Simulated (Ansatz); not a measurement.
# La2Cu2Se2SO: complex band structure

Aim: relax a made-up compound, La2Cu2Se2SO, and see how good a tunnel barrier it would be. It is built by putting S for part of the O in the LaCuSeO structure of space group P4/nmm, with the volume rescaled by atomic radii. The parent structure comes from the Materials Project.

Calculated with Ansatz 0.2.0; PBEsol DFT, plane waves, PAW files, in the first sound run; inputs show where later runs differ.

This is a report of a sequence of runs, with most program output left out.

The structure was built from a prototype and need not be the compound's stable phase.

### Step 1. Starting point

The structure is tetragonal, space group P-4m2 (No. 115). Conventional cell: a = 4.138 Å, b = 4.138 Å, c = 8.973 Å, α = 90.00°, β = 90.00°, γ = 90.00°. Nearest to La lie 2 S at 2.42 Å and 2 O at 2.42 Å and 4 Se at 3.39 Å. Cu has 4 Se at 2.57 Å nearest. Nearest to Se lie 4 Cu at 2.57 Å and 4 La at 3.39 Å. Nearest to O lie 4 La at 2.42 Å. Nearest to S lie 4 La at 2.42 Å. It derives from LaCuSeO. S for part of the O in the LaCuSeO structure of space group P4/nmm. Farther neighbours and most contacts between anions are not listed.

### Step 2. Relaxing the new crystal

The substituted atoms don't fit the parent's cell, so cell and atoms relax together. A small smearing keeps the run stable in case the gap closes on the way.

The input, input.yaml:

```yaml
crystal:
  lattice:
    - [4.1378781432, 0.0, 0.0]
    - [0.0, 4.1378781432, 0.0]
    - [0.0, 0.0, 8.9727886758]
  atoms:
    - { symbol: La, position: [0.0, 0.5, 0.859979] }
    - { symbol: La, position: [0.5, 0.0, 0.140021] }
    - { symbol: Cu, position: [0.5, 0.5, 0.5] }
    - { symbol: Cu, position: [0.0, 0.0, 0.5] }
    - { symbol: Se, position: [0.0, 0.5, 0.330794] }
    - { symbol: Se, position: [0.5, 0.0, 0.669206] }
    - { symbol: O, position: [0.5, 0.5, 0.0] }
    - { symbol: S, position: [0.0, 0.0, 0.0] }
kpoints:
  mp_grid: { grid: [6, 6, 4] }
scf:
  occupations: { method: gaussian, width: 0.03 }
hamiltonian:
  xc: pbesol
output:
  forces: true
  stress: true
relax:
  f_tol: 0.02
  max_steps: 60
  cell: {}
```

Command:

```console
$ ansatz run input.yaml --threads 2 --pin off --max-ram 4096MiB --backend cpu --events-out ev --progress --plain --runs-dir out
```

Run time: 2 min. Hardware: 2 threads of Arm Neoverse V2, shared host; peak memory 0.59 GiB.

The steps of the relaxation:

| step | energy less that of the first step (eV) | largest force component (eV/Å) | pressure (GPa) | volume (Å³) |
| --- | --- | --- | --- | --- |
| 1 | 0.0000 | 4.3154 | 8.17 | 153.63 |
| 2 | -1.0745 | 0.6504 | -0.08 | 157.33 |
| 3 | -1.1762 | 0.2682 | -0.10 | 155.68 |
| 4 | -1.1899 | 0.1040 | -0.54 | 157.05 |
| 5 | -1.1909 | 0.0410 | 0.82 | 153.09 |
| 6 | -1.1975 | 0.0059 | -0.01 | 155.20 |
| 7* | -1.1999 | 0.0055 | 0.01 | 155.20 |

Relaxation steps marked * repeat the geometry before them on a plane-wave basis chosen anew for their cell, so energy and pressure can jump there. Relaxation step 5 was tried and not accepted.

The run keeps the 8 symmetry operations that it works with, so distortions that break them were not tested.

| conventional cell, symmetrised | before | after | change |
| --- | --- | --- | --- |
| a (Å) | 4.138 | 4.230 | +2.2 % |
| b (Å) | 4.138 | 4.230 | +2.2 % |
| c (Å) | 8.973 | 8.672 | -3.4 % |
| volume (Å³/atom) | 19.20 | 19.40 | +1.0 % |

The atoms that moved most (Å, as changes of fractional coordinates times the final cell):

| atom | dx | dy | dz | length |
| --- | --- | --- | --- | --- |
| La1 | 0.000 | 0.000 | -0.257 | 0.257 |
| La2 | 0.000 | 0.000 | 0.257 | 0.257 |
| Se5 | 0.000 | 0.000 | 0.113 | 0.113 |
| Se6 | 0.000 | 0.000 | -0.113 | 0.113 |

Numbers from this step:

| Quantity | Value |
| --- | --- |
| free energy | -37803.4365 eV |
| Fermi energy | 11.94 eV |
| pressure | 0.01335 GPa |

The largest force component on a free atom ends at 0.0055 eV/Å.

### Step 3. Band edges

The energy window and the wavevectors of the next steps follow from the band edges, so these are searched first, off the mesh as well.

The input, input.yaml:

```yaml
crystal:
  lattice:
    - [4.2304447748, 0.0, 0.0]
    - [0.0, 4.2304447748, 0.0]
    - [0.0, 0.0, 8.6719630332]
  atoms:
    - { symbol: La, position: [0.0, 0.5, 0.8303368441] }
    - { symbol: La, position: [0.5, 0.0, 0.1696631559] }
    - { symbol: Cu, position: [0.5, 0.5, 0.5] }
    - { symbol: Cu, position: [0.0, 0.0, 0.5] }
    - { symbol: Se, position: [0.0, 0.5, 0.3437684098] }
    - { symbol: Se, position: [0.5, 0.0, 0.6562315902] }
    - { symbol: O, position: [0.5, 0.5, 0.0] }
    - { symbol: S, position: [0.0, 0.0, 0.0] }
kpoints:
  mp_grid: { grid: [6, 6, 4] }
  band_path: { path: [VBM, CBM], npoints: 30 }
scf:
  occupations: { method: fixed }
hamiltonian:
  xc: pbesol
output:
  eigenvalues: true
  write_potential: true
  write_density: true
  volumetric_format: npy
```

It took 58 s on 2 threads; peak memory 0.55 GiB; 1.9 min of CPU time.

Numbers from this step:

```
Fermi energy        : 11.52 eV
gap on the k-mesh   : 0.8344 eV
gap on path         : 0.8344 eV, by band count; negative where bands overlap
direct gap on path  : 0.8344 eV
edge places on path : 0, 0 1/A along the path
```

Levels at VBM (eV): -5.09, -4.82, -4.10, -4.10, -3.95, -3.95, -3.52, -3.37, -3.37, -2.99, -2.87, -2.41, -2.14, -2.01, -1.83, -1.83, -1.67, -1.27, -1.27, -0.03, -0.03, 0.00, 0.83, 1.60, 1.68, 1.97, 2.68, 2.81, 2.81, 2.98, 2.98, 2.99, 3.06.

The searched edges give 0.834 eV, as on the mesh.

### Step 4. Complex bands, plane (001), k-mesh 6×6×4

This step: PBEsol DFT, plane waves, PAW files; complex bands by layer matching along the plane's normal (Ansatz 0.2.0).

The same crystal is laid in a cell whose first two vectors span the (001) plane (indices of the standard conventional cell, whose axes can be ordered otherwise than in the bulk input). At fixed energy and wavevector in the plane the solver finds all kz, real and complex. A few wavevectors are listed, (0, 0) and (0.5, 0) in units of the plane's reciprocal vectors; the slowest state needn't be among them.

Edit input.yaml of step 3 so:

```diff
@@ -2,5 +2,5 @@
   lattice:
-    - [4.2304447748, 0.0, 0.0]
-    - [0.0, 4.2304447748, 0.0]
-    - [0.0, 0.0, 8.6719630332]
+    - [4.230444775, 0.0, 0.0]
+    - [0.0, 4.230444775, 0.0]
+    - [0.0, 0.0, 8.671963033]
   atoms:
@@ -16,3 +16,2 @@
   mp_grid: { grid: [6, 6, 4] }
-  band_path: { path: [VBM, CBM], npoints: 30 }
 scf:
@@ -23,4 +22,6 @@
   eigenvalues: true
-  write_potential: true
-  write_density: true
-  volumetric_format: npy
+  transmission:
+    leads: [[0, 0]]
+    kpoints: [[0.0, 0.0], [0.5, 0.0]]
+    e_range: [-1.0, 1.83]
+    de: 0.07
```

The job ended after 31 s (2 threads; peak memory 0.69 GiB; 61 s of CPU time).

Numbers from this step:

- level to which the leads are filled: 0.4172 eV from the Fermi level
- decay constant at the filling level, zone centre: 0.1406 Å⁻¹
- decay constant at the filling level, slowest listed point: 0.1406 Å⁻¹

K parallel (0, 0); values up to 1.5 1/Å, a degenerate pair printed once or twice; energies at which all values exceed this have no row. Table of Im kz of the slowest decaying states by energy, zero at the highest filled level on the SCF mesh:

| energy (eV) | decay 1 (Å⁻¹) | decay 2 (Å⁻¹) | decay 3 (Å⁻¹) | decay 4 (Å⁻¹) |
| --- | --- | --- | --- | --- |
| -1.00 | 0.160 | 0.438 | 0.630 | 0.701 |
| -0.86 | 0.111 | 0.130 | 0.448 | 0.631 |
| -0.72 | 0.0805 | 0.146 | 0.458 | 0.631 |
| -0.58 | 0.151 | 0.467 | 0.631 | 0.719 |
| -0.44 | 0.130 | 0.478 | 0.631 | 0.726 |
| -0.30 | 0.0452 | 0.492 | 0.629 | 0.736 |
| -0.16 | 0.512 | 0.627 | 0.750 | 1.12 |
| -0.02 | 0.0546 | 0.549 | 0.624 | 0.650 |
| 0.12 | 0.0870 | 0.185 | 0.599 | 0.620 |
| 0.26 | 0.121 | 0.245 | 0.587 | 0.615 |
| 0.40 | 0.141 | 0.286 | 0.487 | 0.610 |
| 0.54 | 0.153 | 0.318 | 0.358 | 0.475 |
| 0.68 | 0.159 | 0.250 | 0.342 | 0.445 |
| 0.82 | 0.0718 | 0.167 | 0.362 | 0.412 |
| 0.96 | 0.164 | 0.376 | 0.379 | 0.581 |
| 1.10 | 0.159 | 0.337 | 0.392 | 0.571 |
| 1.24 | 0.0606 | 0.148 | 0.291 | 0.402 |
| 1.38 | 0.00605 | 0.132 | 0.232 | 0.410 |
| 1.52 | 0.108 | 0.139 | 0.415 | 0.536 |
| 1.66 | 0.0393 | 0.418 | 0.522 | 0.807 |
| 1.80 | 0.417 | 0.507 | 0.796 | 0.951 |

K parallel (0, 0). Table of Re kz of states that move upwards by energy, zero at the highest filled level on the SCF mesh:

| energy (eV) | channel 1 (Å⁻¹) | channel 2 (Å⁻¹) | channel 3 (Å⁻¹) |
| --- | --- | --- | --- |
| -1.00 | 0.287 | 0.287 | - |
| -0.86 | - | - | - |
| -0.72 | - | - | - |
| -0.58 | -0.286 | - | - |
| -0.44 | -0.219 | - | - |
| -0.30 | -0.167 | - | - |
| -0.23 | -0.261 | -0.261 | -0.141 |
| -0.09 | -0.126 | -0.126 | -0.0824 |
| -0.02 | -0.0375 | - | - |
| 0.05 | - | - | - |
| 0.19 | - | - | - |
| 0.33 | - | - | - |
| 0.47 | - | - | - |
| 0.61 | - | - | - |
| 0.75 | - | - | - |
| 0.89 | 0.143 | - | - |
| 1.03 | 0.272 | - | - |
| 1.10 | 0.332 | - | - |
| 1.24 | - | - | - |
| 1.38 | - | - | - |
| 1.52 | -0.263 | - | - |
| 1.66 | -0.178 | 0.168 | - |
| 1.80 | -0.150 | 0.103 | 0.278 |

K parallel (0.5, 0); values up to 1.5 1/Å, a degenerate pair printed once or twice; energies at which all values exceed this have no row. The Im kz of the slowest decaying states by energy, zero at the highest filled level on the SCF mesh:

| energy (eV) | decay 1 (Å⁻¹) | decay 2 (Å⁻¹) | decay 3 (Å⁻¹) | decay 4 (Å⁻¹) |
| --- | --- | --- | --- | --- |
| -1.00 | 0.0916 | 0.146 | 0.202 | 0.329 |
| -0.79 | 0.146 | 0.221 | 0.269 | 0.283 |
| -0.58 | 0.138 | 0.260 | 0.328 | 0.435 |
| -0.37 | 0.231 | 0.308 | 0.378 | 0.430 |
| -0.23 | 0.264 | 0.328 | 0.399 | 0.426 |
| -0.02 | 0.299 | 0.348 | 0.421 | 0.428 |
| 0.19 | 0.324 | 0.359 | 0.433 | 0.435 |
| 0.40 | 0.345 | 0.365 | 0.440 | 0.443 |
| 0.61 | 0.366 | 0.367 | 0.447 | 0.453 |
| 0.82 | 0.363 | 0.413 | 0.447 | 0.512 |
| 1.03 | 0.356 | 0.384 | 0.443 | 0.484 |
| 1.17 | 0.349 | 0.359 | 0.439 | 0.459 |
| 1.38 | 0.300 | 0.336 | 0.407 | 0.430 |
| 1.59 | 0.144 | 0.275 | 0.290 | 0.319 |
| 1.80 | 0.231 | 0.293 | 0.297 | 0.302 |

At the listed wavevectors the last open channel is at -0.02 eV and the next at +0.89 eV on the grid. At +0.40 eV, the grid energy nearest the filling level (the middle of the gap on the SCF mesh), the slowest state at the listed wavevectors decays with κ = 0.141 Å⁻¹, its amplitude falling by e over 7.1 Å. Through 1 nm of this crystal that state's transmission falls by exp(−2 × 0.141 Å⁻¹ × 10 Å) = 0.060.

### Step 5. Decay over the two-dimensional zone

The listed points could miss the slowest state, so one energy near mid-gap is solved on a mesh of 8×8.

Edit input.yaml of step 4 so:

```diff
@@ -22,6 +22,2 @@
   eigenvalues: true
-  transmission:
-    leads: [[0, 0]]
-    kpoints: [[0.0, 0.0], [0.5, 0.0]]
-    e_range: [-1.0, 1.83]
-    de: 0.07
+  transmission: { leads: [[0, 0]], kmesh: [8, 8], e_range: [0.42, 0.43], de: 0.05 }
```

The job ended after 40 s (2 threads; peak memory 0.77 GiB).

Numbers from this step:

```
least decay constant on the mesh : 0.1428 Å⁻¹
```

Slowest decay constant (1/Å; 0 where a channel is open) over k1 and k2. At 0.4200 eV from the Fermi level.

Ten even steps from '0' (0.143) to '9' (0.402):
```
98975798
89754579
97543457
75430345
97543457
89754579
98975798
79897989
```
Columns: k1 (b1) from -0.5 to 0.375; rows upwards: k2 (b2) from -0.5 to 0.375.

The least value on the mesh is 0.143 Å⁻¹ at +0.42 eV. At that energy the listed points give about 0.143 Å⁻¹ by interpolation, so the mesh holds no clearly slower state.

### Step 6. Decaying states in the gap, plane (100), k-mesh 6×4×6

The same for the (100) plane, at (0, 0) and (0.5, 0), to see how the decay depends on direction.

The input, input.yaml:

```yaml
crystal:
  lattice:
    - [4.230444775, 0.0, 0.0]
    - [0.0, 8.671963033, 0.0]
    - [0.0, 0.0, 4.230444775]
  atoms:
    - { symbol: La, position: [0.5, 0.8303368441, 0.0] }
    - { symbol: La, position: [0.0, 0.1696631559, 0.5] }
    - { symbol: Cu, position: [0.5, 0.5, 0.5] }
    - { symbol: Cu, position: [0.0, 0.5, 0.0] }
    - { symbol: Se, position: [0.5, 0.3437684098, 0.0] }
    - { symbol: Se, position: [0.0, 0.6562315902, 0.5] }
    - { symbol: O, position: [0.5, 0.0, 0.5] }
    - { symbol: S, position: [0.0, 0.0, 0.0] }
kpoints:
  mp_grid: { grid: [6, 4, 6] }
scf:
  occupations: { method: fixed }
hamiltonian:
  xc: pbesol
output:
  eigenvalues: true
  transmission:
    leads: [[0, 0]]
    kpoints: [[0.0, 0.0], [0.5, 0.0]]
    e_range: [-1.0, 1.83]
    de: 0.06
```

Wall time 1.9 min (2 threads); peak memory 1.4 GiB.

Numbers from this step:

```
decay constant at the filling level, zone centre          : 0.1290 Å⁻¹
decay constant at the filling level, slowest listed point : 0.129 Å⁻¹
```

K parallel (0, 0); values up to 1.5 1/Å, a degenerate pair printed once or twice; energies at which all values exceed this have no row. Im kz of the slowest decaying states against energy, zero at the highest filled level on the SCF mesh:

| energy (eV) | decay 1 (Å⁻¹) | decay 2 (Å⁻¹) | decay 3 (Å⁻¹) | decay 4 (Å⁻¹) |
| --- | --- | --- | --- | --- |
| -1.00 | 0.128 | 0.213 | 0.216 | 0.219 |
| -0.88 | 0.160 | 0.223 | 0.253 | 0.399 |
| -0.70 | 0.196 | 0.225 | 0.295 | 0.427 |
| -0.58 | 0.225 | 0.239 | 0.317 | 0.439 |
| -0.46 | 0.223 | 0.263 | 0.336 | 0.447 |
| -0.28 | 0.217 | 0.285 | 0.359 | 0.452 |
| -0.16 | 0.210 | 0.295 | 0.372 | 0.447 |
| -0.04 | 0.199 | 0.301 | 0.385 | 0.429 |
| 0.02 | 0.0550 | 0.079 | 0.134 | 0.188 |
| 0.14 | 0.0915 | 0.194 | 0.238 | 0.306 |
| 0.26 | 0.112 | 0.208 | 0.264 | 0.301 |
| 0.44 | 0.129 | 0.171 | 0.304 | 0.334 |
| 0.56 | 0.130 | 0.154 | 0.300 | 0.347 |
| 0.68 | 0.108 | 0.148 | 0.295 | 0.359 |
| 0.86 | 0.146 | 0.283 | 0.339 | 0.394 |
| 0.98 | 0.143 | 0.271 | 0.286 | 0.380 |
| 1.10 | 0.137 | 0.246 | 0.257 | 0.363 |
| 1.28 | 0.123 | 0.188 | 0.226 | 0.332 |
| 1.40 | 0.109 | 0.146 | 0.191 | 0.307 |
| 1.52 | 0.0869 | 0.0903 | 0.107 | 0.286 |
| 1.70 | 0.288 | 0.300 | 0.377 | 0.492 |
| 1.82 | 0.242 | 0.289 | 0.368 | 0.475 |

K parallel (0, 0). Table of Re kz of states that move upwards by energy, zero at the highest filled level on the SCF mesh:

| energy (eV) | channel 1 (Å⁻¹) | channel 2 (Å⁻¹) | channel 3 (Å⁻¹) | channel 4 (Å⁻¹) | channel 5 (Å⁻¹) |
| --- | --- | --- | --- | --- | --- |
| -1.00 | 0.722 | - | - | - | - |
| -0.88 | -0.679 | -0.392 | 0.550 | - | - |
| -0.76 | -0.610 | -0.602 | -0.307 | - | - |
| -0.64 | -0.530 | -0.486 | -0.255 | - | - |
| -0.52 | -0.459 | -0.414 | -0.212 | - | - |
| -0.46 | -0.424 | -0.383 | -0.192 | - | - |
| -0.34 | -0.350 | -0.321 | -0.153 | - | - |
| -0.22 | -0.267 | -0.256 | -0.113 | - | - |
| -0.10 | -0.174 | -0.157 | -0.0640 | - | - |
| 0.02 | - | - | - | - | - |
| 0.14 | - | - | - | - | - |
| 0.26 | - | - | - | - | - |
| 0.38 | - | - | - | - | - |
| 0.44 | - | - | - | - | - |
| 0.56 | - | - | - | - | - |
| 0.68 | - | - | - | - | - |
| 0.80 | - | - | - | - | - |
| 0.92 | 0.0902 | - | - | - | - |
| 1.04 | 0.148 | - | - | - | - |
| 1.16 | 0.197 | - | - | - | - |
| 1.28 | 0.243 | - | - | - | - |
| 1.34 | 0.267 | - | - | - | - |
| 1.46 | 0.314 | - | - | - | - |
| 1.58 | -0.557 | 0.363 | - | - | - |
| 1.70 | -0.651 | -0.394 | 0.0339 | 0.105 | 0.415 |
| 1.82 | -0.547 | -0.249 | 0.123 | 0.155 | 0.501 |

K parallel (0.5, 0); values up to 1.5 1/Å, a degenerate pair printed once or twice; energies at which all values exceed this have no row. Table of Im kz of the slowest decaying states by energy, zero at the highest filled level on the SCF mesh:

| energy (eV) | decay 1 (Å⁻¹) | decay 2 (Å⁻¹) | decay 3 (Å⁻¹) | decay 4 (Å⁻¹) |
| --- | --- | --- | --- | --- |
| -1.00 | 0.172 | 0.197 | 0.378 | 0.447 |
| -0.88 | 0.117 | 0.118 | 0.269 | 0.272 |
| -0.76 | 0.0692 | 0.171 | 0.187 | 0.318 |
| -0.64 | 0.206 | 0.213 | 0.338 | 0.359 |
| -0.52 | 0.233 | 0.257 | 0.395 | 0.414 |
| -0.46 | 0.241 | 0.265 | 0.292 | 0.412 |
| -0.34 | 0.253 | 0.275 | 0.357 | 0.436 |
| -0.22 | 0.262 | 0.285 | 0.404 | 0.447 |
| -0.10 | 0.268 | 0.293 | 0.430 | 0.443 |
| 0.02 | 0.271 | 0.298 | 0.437 | 0.444 |
| 0.14 | 0.271 | 0.300 | 0.431 | 0.453 |
| 0.26 | 0.270 | 0.299 | 0.425 | 0.461 |
| 0.38 | 0.267 | 0.296 | 0.420 | 0.471 |
| 0.44 | 0.265 | 0.294 | 0.417 | 0.476 |
| 0.56 | 0.259 | 0.288 | 0.412 | 0.483 |
| 0.68 | 0.252 | 0.280 | 0.406 | 0.486 |
| 0.80 | 0.242 | 0.269 | 0.399 | 0.488 |
| 0.92 | 0.230 | 0.255 | 0.391 | 0.490 |
| 1.04 | 0.215 | 0.239 | 0.382 | 0.484 |
| 1.16 | 0.197 | 0.219 | 0.371 | 0.471 |
| 1.28 | 0.173 | 0.194 | 0.359 | 0.458 |
| 1.34 | 0.157 | 0.178 | 0.352 | 0.451 |
| 1.46 | 0.114 | 0.139 | 0.335 | 0.438 |
| 1.58 | 0.0739 | 0.312 | 0.423 | 0.425 |
| 1.70 | 0.282 | 0.407 | 0.408 | 0.449 |
| 1.82 | 0.248 | 0.391 | 0.392 | 0.434 |

At the listed wavevectors the last open channel is at -0.04 eV and the next at +0.86 eV on the grid. At +0.44 eV, the grid energy nearest the filling level (the middle of the gap on the SCF mesh), the slowest state at the listed wavevectors decays with κ = 0.129 Å⁻¹, its amplitude falling by e over 7.8 Å; the first such run, plane (001), gave 0.141 Å⁻¹.

### Step 7. Band edges at another level

This step: PBE DFT, plane waves, PAW files (Ansatz 0.2.0).

The edges again with PBE, at the same atoms.

The input, input.yaml:

```yaml
crystal:
  lattice:
    - [4.2304447748, 0.0, 0.0]
    - [0.0, 4.2304447748, 0.0]
    - [0.0, 0.0, 8.6719630332]
  atoms:
    - { symbol: La, position: [0.0, 0.5, 0.8303368441] }
    - { symbol: La, position: [0.5, 0.0, 0.1696631559] }
    - { symbol: Cu, position: [0.5, 0.5, 0.5] }
    - { symbol: Cu, position: [0.0, 0.0, 0.5] }
    - { symbol: Se, position: [0.0, 0.5, 0.3437684098] }
    - { symbol: Se, position: [0.5, 0.0, 0.6562315902] }
    - { symbol: O, position: [0.5, 0.5, 0.0] }
    - { symbol: S, position: [0.0, 0.0, 0.0] }
kpoints:
  mp_grid: { grid: [6, 6, 4] }
  band_path: { path: [VBM, CBM], npoints: 30 }
scf:
  occupations: { method: fixed }
hamiltonian:
  xc: pbe
output:
  eigenvalues: true
```

It took 62 s on 2 threads; peak memory 0.55 GiB; 2.1 min of CPU time.

Numbers from this step:

```yaml
free_energy: -38167.2150 eV
fermi_energy: 11.66 eV
gap_on_the_k_mesh: 0.8899 eV
gap_on_path: 0.8899 eV, by band count; negative where bands overlap
direct_gap_on_path: 0.8899 eV
```

Levels at VBM (eV): -5.06, -4.79, -4.09, -4.09, -3.93, -3.93, -3.51, -3.35, -3.35, -2.96, -2.82, -2.38, -2.12, -1.99, -1.81, -1.81, -1.65, -1.27, -1.27, -0.03, -0.03, 0.00, 0.89, 1.67, 1.77, 1.99, 2.70, 2.80, 2.80, 2.97, 2.97, 2.97, 3.05.

The searched edges give 0.890 eV, as on the mesh.

For the gap on the k-mesh, step 3 gave 0.834 eV; this run, with PBE, gives 0.890 eV.

(Continued in part 2 of 2.)

[Logs are printed without paths, hosts, clocks, repeated set-up lines and the standing remarks that a program may print on its own settings, such as how far it seeks lower states.]

[Hosts, paths, dates, database ids (printed as entryN), source tags and the programs' standing remarks are cut or masked in the printed files.]
